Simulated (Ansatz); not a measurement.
## H-SiC-H chair monolayer in a perpendicular field

Wanted: the out-of-plane response of the H-SiC-H chair monolayer. A positive field points along +c.

Program: Ansatz 0.2.0. Level of theory: plane-wave DFT, PBE-D3(BJ), Ansatz PAW. Results are calculated unless marked as measured.

**1. The starting structure**

The cell holds 4 atoms: 2 H, 1 C and 1 Si. Cell: a = 3.086 Å, b = 3.086 Å, c = 37.213 Å, α = 90.0°, β = 90.0°, γ = 120.0°. Vacuum lies along c.

**2. Relaxing the slab**

The starting cell is a guess, so the in-plane lattice and the atoms are relaxed first, with the slab cut off from its images along the normal.

The input, input.yaml:

```yaml
crystal:
  lattice:
    - [3.0855, 0.0, 0.0]
    - [-1.54275, 2.6721213834, 0.0]
    - [0.0, 0.0, 37.2133333312]
  atoms:
    - { symbol: H, position: [0.6666666667, 0.3333333333, 0.458169115] }
    - { symbol: C, position: [0.6666666667, 0.3333333333, 0.4869222501] }
    - { symbol: Si, position: [0.3333333333, 0.6666666667, 0.5036725188] }
    - { symbol: H, position: [0.3333333333, 0.6666666667, 0.541830885] }
  periodic: [true, true, false]
kpoints:
  mp_grid: { grid: [12, 12, 1] }
hamiltonian:
  xc: pbe
  dispersion: d3bj
scf:
  occupations: { method: fermi_dirac, width: 0.05 }
  convergence: { dr2_threshold: 1.0e-09 }
relax:
  f_tol: 0.004
  max_steps: 90
  cell: {}
output:
  write_potential: true
  write_density: true
  volumetric_format: npy
```

On the command line:

```sh
$ ansatz run input.yaml --threads 2 --pin off --max-ram 3072MiB --backend cpu --events-out ev --progress --plain --runs-dir out
```

Numbers of over 12 decimals in the logs are rounded to 6 here.

The log of the run:

```text
Warning: relax.cell: scf.convergence.dr2_threshold = 1e-9 eV is looser than the 2.32612896704e-10 eV advised for a relaxation that steers and ends on the stress (1e-10 eV for each atom of the cell: 4, times the square of relax.cell.stress_2d_tol = 0.05 N/m over 13.1 Å (the atoms' height at the walk's start and 5 Å past either face), 3.813e-2 GPa, over a crystal's default 0.05). What an SCF threshold leaves in a stress goes as its square root, and in the free energy as the threshold itself, and one threshold admits the most on a small cell: [figures from the program's tests cut] Set scf.convergence.dr2_threshold to 2.32612896704e-10 eV or tighter. [rest of the remark cut]
Engine: ansatz 0.2.0, aarch64-unknown-linux-gnu
Pseudopotentials: kind: paw
Pseudopotential: H, paw, valence charge 1, recommended cutoff 420 eV (normal), H.paw.azcp
Pseudopotential: C, paw, valence charge 4, recommended cutoff 420 eV (normal), C.paw.azcp
Pseudopotential: Si, paw, valence charge 4, recommended cutoff 420 eV (normal), Si.paw.azcp
Functional definition: PBE
  parameter kappa = 0.804
  parameter beta = 0.066725
  exchange = pbe_x(kappa = kappa, mu = beta*pi^2/3)
  correlation = pbe_c(beta = beta)
Crystal: 4 atoms, lattice volume = 306.818 Å³
Basis set: ecut = 420 eV, 5981 PW (Γ), exchange–correlation on 48×48×500 points (8 copies of the dense FFT grid, shifted against one another)
Bands: 9, of which v1, the nominal top of the filled ones, is band 5 counted from 1 (4 counted from 0)
Symmetry: 6 space group operations
Space group: P3m1 (ITA 156), of the structure as read, at distance tolerance 6.7e-5 Å
k-points: 19 of 144 (time reversal used)
Non-local potential: H, projectors of the file, l = 0: 2, l = 1: 1
Non-local potential: C, projectors of the file, l = 0: 2, l = 1: 2, l = 2: 1
Non-local potential: Si, projectors of the file, l = 0: 2, l = 1: 2, l = 2: 2
PAW form: soft (Blöchl's): semilocal exchange-correlation on the pseudo side does not see the compensation charge
PAW one-centre angular grid: H, 110 points (default); XC on 64 Gauss nodes
PAW one-centre angular grid: C, 110 points (default); XC on 64 Gauss nodes
PAW one-centre angular grid: Si, 110 points (default); XC on 64 Gauss nodes
Initial density: superposition of atomic densities (neutral atoms: chi_scale 0, normalization atom), corrected by the library's trained network
Initial wavefunctions: pseudopotential atomic-orbital guess
Functional: x = pbe(κ = 0.804, μ = 0.219515), c = pbe(β = 0.066725)
SCF iter   1: F=—  HF=-919.257996 eV  |F-HF|=—  |Δ(HF+E_count)|=         —  Δρ=1.33e-3  dr2=1.24e-2  ethr=1.77e-3  ⟨swp⟩=11.1  Hψ=2178  notcnv=0
preconditioner: auto → Resta (q_TF=auto, 1.542 Å⁻¹)  ε∞=1.3  [insulator: Δε(μ)=3.690 eV  Ē_g=11.686 eV  σ=0.050 eV  W_gap=1.00  n_scr=18 (ndim 8)  ℏωp=6.7 eV  f_vac=0.824  D(μ)=0.00/eV (n_scr^D=0)  ε∞_Penn≈1.3  vacuum switching on, ρ_ref=9.9e-3 e/Å³]
SCF iter   2: F=—  HF=-919.259411 eV  |F-HF|=—  |Δ(HF+E_count)|=   1.41e-3  Δρ=5.04e-4  dr2=4.54e-3  ethr=1.24e-4  ⟨swp⟩=4.0  Hψ=538  notcnv=0
SCF iter   3: F=—  HF=-919.259026 eV  |F-HF|=—  |Δ(HF+E_count)|=   3.85e-4  Δρ=3.40e-4  dr2=8.51e-4  ethr=4.54e-5  ⟨swp⟩=3.4  Hψ=347  notcnv=0
SCF iter   4: F=—  HF=-919.259095 eV  |F-HF|=—  |Δ(HF+E_count)|=   6.99e-5  Δρ=1.65e-4  dr2=1.99e-4  ethr=8.51e-6  ⟨swp⟩=2.8  Hψ=293  notcnv=0
SCF iter   5: F=—  HF=-919.259125 eV  |F-HF|=—  |Δ(HF+E_count)|=   2.97e-5  Δρ=5.07e-5  dr2=1.39e-5  ethr=1.99e-6  ⟨swp⟩=2.8  Hψ=328  notcnv=0
SCF iter   6: F=—  HF=-919.259149 eV  |F-HF|=—  |Δ(HF+E_count)|=   2.39e-5  Δρ=1.02e-5  dr2=2.97e-7  ethr=1.39e-7  ⟨swp⟩=2.9  Hψ=336  notcnv=0
SCF iter   7: F=—  HF=-919.259140 eV  |F-HF|=—  |Δ(HF+E_count)|=   9.56e-6  Δρ=4.17e-6  dr2=5.53e-8  ethr=2.97e-9  ⟨swp⟩=2.7  Hψ=302  notcnv=0
SCF iter   8: F=—  HF=-919.259140 eV  |F-HF|=—  |Δ(HF+E_count)|=   1.40e-8  Δρ=9.93e-7  dr2=2.99e-9  ethr=5.53e-10  ⟨swp⟩=2.7  Hψ=314  notcnv=0
SCF iter   9: F=-919.259140 eV  HF=-919.259140 eV  |F-HF|=1.27e-10  |Δ(HF+E_count)|=  4.25e-10  Δρ=2.93e-7  dr2=2.51e-10  ethr=1.00e-11  ⟨swp⟩=10.8  Hψ=1130  notcnv=0
SCF 1 converged in 9 iterations: F = -919.259140 eV  dr2 = 2.51e-10
  greatest PAW one-centre occupation: 0.649 electrons in one spin orbital (limit 2), on the C atom at site 1 (counted from 0), in its partial waves of l = 0
relax step   1: F+E_penalty+E_count = -919.25913952 eV  Δ(F+E_penalty+E_count) = +0.000e0 eV  max|allowed force component| = 2.121e0 eV/Å  Δτ_max = 0.0000 Å  P = +0.699 N/m  Ω = 306.818 Å³  fix = [c, alpha, beta]  reactions: c +0.000 N/m  (9 SCF iters, accepted)
Crystal: 4 atoms, lattice volume = 311.651 Å³
Basis set: ecut = 420 eV, 6065 PW (Γ), exchange–correlation on 48×48×500 points (8 copies of the dense FFT grid, shifted against one another)
Initial density: handed on by an earlier stage of this run
Initial wavefunctions: those handed on with the density
iter 1 solved again at ethr=2.80e-4 eV; its pass at ethr=3.10e-3 eV (dr2=2.80e-2 eV) is discarded
SCF iter   1: F=—  HF=-919.344356 eV  |F-HF|=—  |Δ(HF+E_count)|=         —  Δρ=2.12e-3  dr2=2.80e-2  ethr=2.80e-4  ⟨swp⟩=1.8  Hψ=1778  notcnv=0
preconditioner: auto → Resta (q_TF=auto, 1.538 Å⁻¹)  ε∞=1.3  [insulator: Δε(μ)=3.664 eV  Ē_g=11.418 eV  σ=0.050 eV  W_gap=1.00  n_scr=18 (ndim 8)  ℏωp=6.7 eV  f_vac=0.836  D(μ)=0.00/eV (n_scr^D=0)  ε∞_Penn≈1.3  vacuum switching on, ρ_ref=9.5e-3 e/Å³]
SCF iter   2: F=—  HF=-919.338741 eV  |F-HF|=—  |Δ(HF+E_count)|=   5.62e-3  Δρ=1.19e-3  dr2=7.79e-3  ethr=2.80e-4  ⟨swp⟩=4.8  Hψ=514  notcnv=0
SCF iter   3: F=—  HF=-919.337093 eV  |F-HF|=—  |Δ(HF+E_count)|=   1.65e-3  Δρ=5.51e-4  dr2=6.42e-4  ethr=7.79e-5  ⟨swp⟩=2.8  Hψ=370  notcnv=0
SCF iter   4: F=—  HF=-919.337049 eV  |F-HF|=—  |Δ(HF+E_count)|=   4.39e-5  Δρ=1.42e-4  dr2=6.09e-5  ethr=6.42e-6  ⟨swp⟩=2.7  Hψ=298  notcnv=0
SCF iter   5: F=—  HF=-919.336992 eV  |F-HF|=—  |Δ(HF+E_count)|=   5.74e-5  Δρ=3.57e-5  dr2=3.22e-6  ethr=6.09e-7  ⟨swp⟩=2.7  Hψ=292  notcnv=0
SCF iter   6: F=—  HF=-919.336994 eV  |F-HF|=—  |Δ(HF+E_count)|=   1.99e-6  Δρ=8.05e-6  dr2=4.93e-7  ethr=3.22e-8  ⟨swp⟩=3.1  Hψ=312  notcnv=0
SCF iter   7: F=—  HF=-919.336979 eV  |F-HF|=—  |Δ(HF+E_count)|=   1.48e-5  Δρ=1.54e-6  dr2=1.87e-8  ethr=4.93e-9  ⟨swp⟩=2.8  Hψ=286  notcnv=0
SCF iter   8: F=-919.336979 eV  HF=-919.336979 eV  |F-HF|=1.50e-10  |Δ(HF+E_count)|=  7.39e-11  Δρ=3.48e-7  dr2=4.73e-10  ethr=1.00e-11  ⟨swp⟩=9.8  Hψ=1376  notcnv=0
SCF 2 converged in 8 iterations: F = -919.336979 eV  dr2 = 4.73e-10
  greatest PAW one-centre occupation: 0.647 electrons in one spin orbital (limit 2), on the C atom at site 1 (counted from 0), in its partial waves of l = 0
[...]
SCF iter   2: F=—  HF=-919.347367 eV  |F-HF|=—  |Δ(HF+E_count)|=   1.08e-3  Δρ=5.45e-4  dr2=4.87e-4  ethr=4.34e-5  ⟨swp⟩=2.7  Hψ=301  notcnv=0
SCF iter   3: F=—  HF=-919.347303 eV  |F-HF|=—  |Δ(HF+E_count)|=   6.31e-5  Δρ=1.93e-4  dr2=9.48e-5  ethr=4.87e-6  ⟨swp⟩=3.1  Hψ=313  notcnv=0
SCF iter   4: F=—  HF=-919.347253 eV  |F-HF|=—  |Δ(HF+E_count)|=   5.06e-5  Δρ=4.57e-5  dr2=1.24e-5  ethr=9.48e-7  ⟨swp⟩=2.6  Hψ=277  notcnv=0
SCF iter   5: F=—  HF=-919.347250 eV  |F-HF|=—  |Δ(HF+E_count)|=   3.31e-6  Δρ=2.06e-5  dr2=1.06e-6  ethr=1.24e-7  ⟨swp⟩=2.5  Hψ=272  notcnv=0
SCF iter   6: F=—  HF=-919.347237 eV  |F-HF|=—  |Δ(HF+E_count)|=   1.28e-5  Δρ=4.16e-6  dr2=4.77e-8  ethr=1.06e-8  ⟨swp⟩=2.8  Hψ=292  notcnv=0
SCF iter   7: F=—  HF=-919.347237 eV  |F-HF|=—  |Δ(HF+E_count)|=   3.63e-8  Δρ=6.68e-7  dr2=1.37e-9  ethr=4.77e-10  ⟨swp⟩=2.8  Hψ=280  notcnv=0
SCF iter   8: F=-919.347237 eV  HF=-919.347237 eV  |F-HF|=1.73e-11  |Δ(HF+E_count)|=   3.97e-9  Δρ=1.08e-7  dr2=3.00e-11  ethr=1.00e-11  ⟨swp⟩=10.7  Hψ=1144  notcnv=0
SCF 3 converged in 8 iterations: F = -919.347237 eV  dr2 = 3.00e-11
  greatest PAW one-centre occupation: 0.646 electrons in one spin orbital (limit 2), on the C atom at site 1 (counted from 0), in its partial waves of l = 0
relax step   3: F+E_penalty+E_count = -919.34723680 eV  Δ(F+E_penalty+E_count) = -1.026e-2 eV  max|allowed force component| = 1.124e-1 eV/Å  Δτ_max = 0.0249 Å  P = -0.009 N/m  Ω = 311.485 Å³  energy of the carried Pulay correction = -1.045e-3 eV  fix = [c, alpha, beta]  reactions: c -0.000 N/m  (8 SCF iters, accepted)
[...]
relax step   4: F+E_penalty+E_count = -919.34736504 eV  Δ(F+E_penalty+E_count) = -1.282e-4 eV  max|allowed force component| = 3.886e-3 eV/Å  Δτ_max = 0.0026 Å  P = -0.032 N/m  Ω = 311.743 Å³  energy of the carried Pulay correction = -1.103e-3 eV  fix = [c, alpha, beta]  reactions: c -0.000 N/m  (6 SCF iters, accepted)
Initial wavefunctions: pseudopotential atomic-orbital guess (no wavefunctions were taken with the density)
iter 1 solved again at ethr=1.24e-6 eV; its pass at ethr=3.10e-3 eV (dr2=1.24e-4 eV) is discarded
SCF iter   1: F=—  HF=-919.347727 eV  |F-HF|=—  |Δ(HF+E_count)|=         —  Δρ=4.94e-5  dr2=3.94e-7  ethr=1.24e-6  ⟨swp⟩=4.7  Hψ=2823  notcnv=0
eigensolver tolerance schedule: the retry pair's looser diagonalisation over-reported the residual by 314.17 of it (diagonalisation noise at 0.14 of the residual, at the tolerance the schedule requests for it); recorded, not acted on — ethr = c·dr2/N_el stays at c = 1.0e-1
preconditioner: auto → Resta (q_TF=auto, 1.538 Å⁻¹)  ε∞=1.3  [insulator: Δε(μ)=3.719 eV  Ē_g=11.404 eV  σ=0.050 eV  W_gap=1.00  n_scr=18 (ndim 8)  ℏωp=6.7 eV  f_vac=0.834  D(μ)=0.00/eV (n_scr^D=0)  ε∞_Penn≈1.3  vacuum switching on, ρ_ref=9.4e-3 e/Å³]
SCF iter   2: F=—  HF=-919.348184 eV  |F-HF|=—  |Δ(HF+E_count)|=   4.57e-4  Δρ=2.48e-5  dr2=9.37e-8  ethr=3.94e-9  ⟨swp⟩=3.8  Hψ=380  notcnv=0
SCF iter   3: F=—  HF=-919.348484 eV  |F-HF|=—  |Δ(HF+E_count)|=   3.00e-4  Δρ=3.21e-6  dr2=4.92e-8  ethr=9.37e-10  ⟨swp⟩=2.8  Hψ=347  notcnv=0
SCF iter   4: F=—  HF=-919.348495 eV  |F-HF|=—  |Δ(HF+E_count)|=   1.08e-5  Δρ=8.83e-7  dr2=1.14e-9  ethr=4.92e-10  ⟨swp⟩=2.6  Hψ=265  notcnv=0
iter 5 met the thresholds in force, and the SCF goes on: an eigenvalue changes by 2.35 meV, over its tolerance of 1.03 meV (output.eigenvalues, Limitations)
SCF iter   5: F=-919.348497 eV  HF=-919.348497 eV  |F-HF|=7.75e-8  |Δ(HF+E_count)|=   1.89e-6  Δρ=1.98e-7  dr2=4.45e-11  ethr=1.00e-11  ⟨swp⟩=19.1  Hψ=1911  notcnv=0
iter 6 met the thresholds in force, and the SCF goes on: an eigenvalue changes by 6.50 meV, over its tolerance of 1.00 meV (output.eigenvalues, Limitations)
SCF iter   6: F=-919.348497 eV  HF=-919.348497 eV  |F-HF|=1.34e-8  |Δ(HF+E_count)|=   6.41e-8  Δρ=3.59e-8  dr2=2.77e-12  ethr=1.00e-12  ⟨swp⟩=8.2  Hψ=1168  notcnv=0
Mixer restart at iter 6: flushing history
SCF iter   7: F=-919.348497 eV  HF=-919.348497 eV  |F-HF|=3.52e-12  |Δ(HF+E_count)|=   1.34e-8  Δρ=2.99e-8  dr2=4.49e-12  ethr=1.00e-12  ⟨swp⟩=7.8  Hψ=1041  notcnv=0
SCF 5 converged in 7 iterations: F = -919.348497 eV  dr2 = 4.49e-12
relax step   5: F+E_penalty+E_count = -919.34849703 eV  Δ(F+E_penalty+E_count) = -1.132e-3 eV  max|allowed force component| = 3.636e-3 eV/Å  Δτ_max = 0.0000 Å  P = -0.015 N/m  Ω = 311.743 Å³  fix = [c, alpha, beta]  reactions: c -0.000 N/m  stress off target by 1.52e-2 N/m on what of the cell is left free  SCF on the basis re-selected at this cell (its energy is not comparable with the rows above)  (7 SCF iters)
basis re-selected at this cell: Δ(F+E_penalty+E_count) = -1.132e-3 eV, ΔP = +0.017 N/m vs the last step (what re-selecting the basis moved, of the pressure what is left beyond the Pulay correction that the steps carried, after the strain that the cell walked since its last selection, with what the two solves' SCF thresholds leave and, on support functions, any second-order correction that the steps lacked; it is no m [...]
SCF converged after 7 iterations
an eigenvalue changed by more than its tolerance at an iteration that met the thresholds in force, so the SCF went on 2 times, its first undamped step at iteration 6: the last check found none over its tolerance
Free energy (F): -919.348497 eV
Harris-Foulkes:  -919.348497 eV  (|F-HF|=3.52e-12)
Internal energy: -919.348497 eV  (E = F + TS)
E sigma→0 (E₀):  -919.348497 eV
Fermi energy:    -3.472006 eV
--- Per-component energies (eV) ---
  E_band       = -105.866654
  E_kinetic    = 161.120048
  E_local      = -9124.609316  (includes V_loc(G=0)·N_el)
  E_nonlocal   = 55.579400
  E_hartree    = 4471.869017
  E_xc         = -122.432677
  E_vxc        = -131.024189  (∫ρ·V_xc dr)
  E_paw        = -613.284643  (= ΣΔE_a)
  E_vpaw       = -10.668105  (= ΣTr[D̂ρ^β])
  E_aug_tail   = -0.002565  (compensation charges beyond the density's cutoff)
  E_ewald      = 4252.755339
  E_disp       = -0.343100  (pairwise vdW)
  E_smearing   = -0.000000  (= −TS)
  E_closure    = 0.000000  (closes the sum)
  Σ components = -919.348497   (vs F -919.348497, Δ=0.00e0)
--- Forces (eV/Å), atoms counted from 1 ---
  atom   1  H      0.00000000    -0.00000000     0.00166729
  atom   2  C     -0.00000000     0.00000000    -0.00146598
  atom   3  Si     0.00000000    -0.00000000    -0.00363668
  atom   4  H      0.00000000     0.00000000     0.00343356
  max |Σ_I F_I| component: 1.81e-6 eV/Å
--- 2D stress c σ (N/m, compression-positive) ---
       -0.015185      -0.000000       0.000000
       -0.000000      -0.015185       0.000000
        0.000000       0.000000      -0.000000
  P = ½ c Tr σ = -0.0152 N/m
--- Band table (eV; the first three rows and the last of 19) ---
  k-point 0: bands = ["-18.8000", "-12.4128", "-7.7493", "-5.3544", "-5.3544", "-1.6125 (-1.6126°)", "-0.7074", "-0.1538", "0.2580"]
  k-point 1: bands = ["-18.6930", "-12.3340", "-7.7158", "-5.9120", "-5.5004", "-1.4844 (-1.4844°)", "-0.5643", "-0.0110", "0.3697"]
  k-point 2: bands = ["-18.3778", "-12.1158", "-7.6838", "-7.1066", "-5.8594", "-1.1212 (-1.1212°)", "-0.1378", "0.4099", "0.5863"]
  k-point 18: bands = ["-15.8372", "-12.0666", "-9.8817", "-9.2946", "-7.5002", "-0.0961", "1.8679", "1.9404", "4.1610"]
  ° read free of the cell's end (the report's vacuum.weakly_bound_levels)
--- Relaxed structure (4 steps of the walk, 4 accepted, 1 SCFs on fresh bases) ---
  F+E_penalty+E_count = -919.34849703 eV   max|allowed force component| = 3.636e-3 eV/Å   (the final SCF, on the basis selected at the relaxed cell)
  cell:  # Å, volume = 311.7434 Å³
    - [3.110169, 0.0, 0]
    - [-1.555085, 2.693485, 0]
    - [0, 0, 37.2133333312]
  atoms:
    - { symbol: H, position: [0.666667, 0.333333, 0.457554] }
    - { symbol: C, position: [0.666667, 0.333333, 0.487280] }
    - { symbol: Si, position: [0.333333, 0.666667, 0.502788] }
    - { symbol: H, position: [0.333333, 0.666667, 0.542973] }
```

Run time: 16 s. Hardware: 2 threads of Arm Neoverse V2, shared host; peak memory 0.47 GiB; 30 s of CPU time.

The steps of the relaxation:

```tsv
step	energy less that of the first step (eV)	largest force component (eV/Å)	volume (Å³)
1	0.0000	2.1213	306.82
2	-0.0778	0.5152	311.65
3	-0.0881	0.1124	311.48
4	-0.0882	0.0039	311.74
5*	-0.0894	0.0036	311.74
```

Relaxation steps marked * repeat the geometry before them on a plane-wave basis chosen anew for their cell, so energy and pressure can jump there.

The run keeps the 6 symmetry operations that it works with, so distortions that break them were not tested.

```tsv
cell as run	before	after	change
a (Å)	3.086	3.110	+0.8 %
b (Å)	3.086	3.110	+0.8 %
```

The atoms that moved most (Å, along periodic axes as changes of fractional coordinates times the final cell, across vacuum about the mean position):

```tsv
atom	dx	dy	dz	length
H4	0.000	0.000	0.043	0.043
Si3	0.000	0.000	-0.033	0.033
H1	0.000	0.000	-0.023	0.023
C2	0.000	0.000	0.013	0.013
```

The relaxed structure:

```xyz
4
Lattice="3.1102 0.0000 0.0000 -1.5551 2.6935 0.0000 0.0000 0.0000 37.2133" Properties=species:S:1:pos:R:3
H     1.5551    0.8978   17.0271
C     1.5551    0.8978   18.1333
Si    0.0000    1.7957   18.7104
H     0.0000    1.7957   20.2059
```

Numbers from this step:

| Item | Value |
| --- | --- |
| gap on the k-mesh | 3.742 eV |

The lattice constant a goes from 3.086 to 3.110 Å.

(Continued in part 2 of 2.)

[Logs are printed without paths, hosts, clocks, repeated set-up lines and the standing remarks that a program may print on its own settings, such as how far it seeks lower states.]

[Hosts, paths, dates, database ids (printed as entryN), source tags and the programs' standing remarks are cut or masked in the printed files.]

[Maps of the electrostatic potential energy from Ansatz leave out the sawtooth potential of an applied field or a dipole correction, so their vacuum need not be flat; planar profiles and work functions include it.]
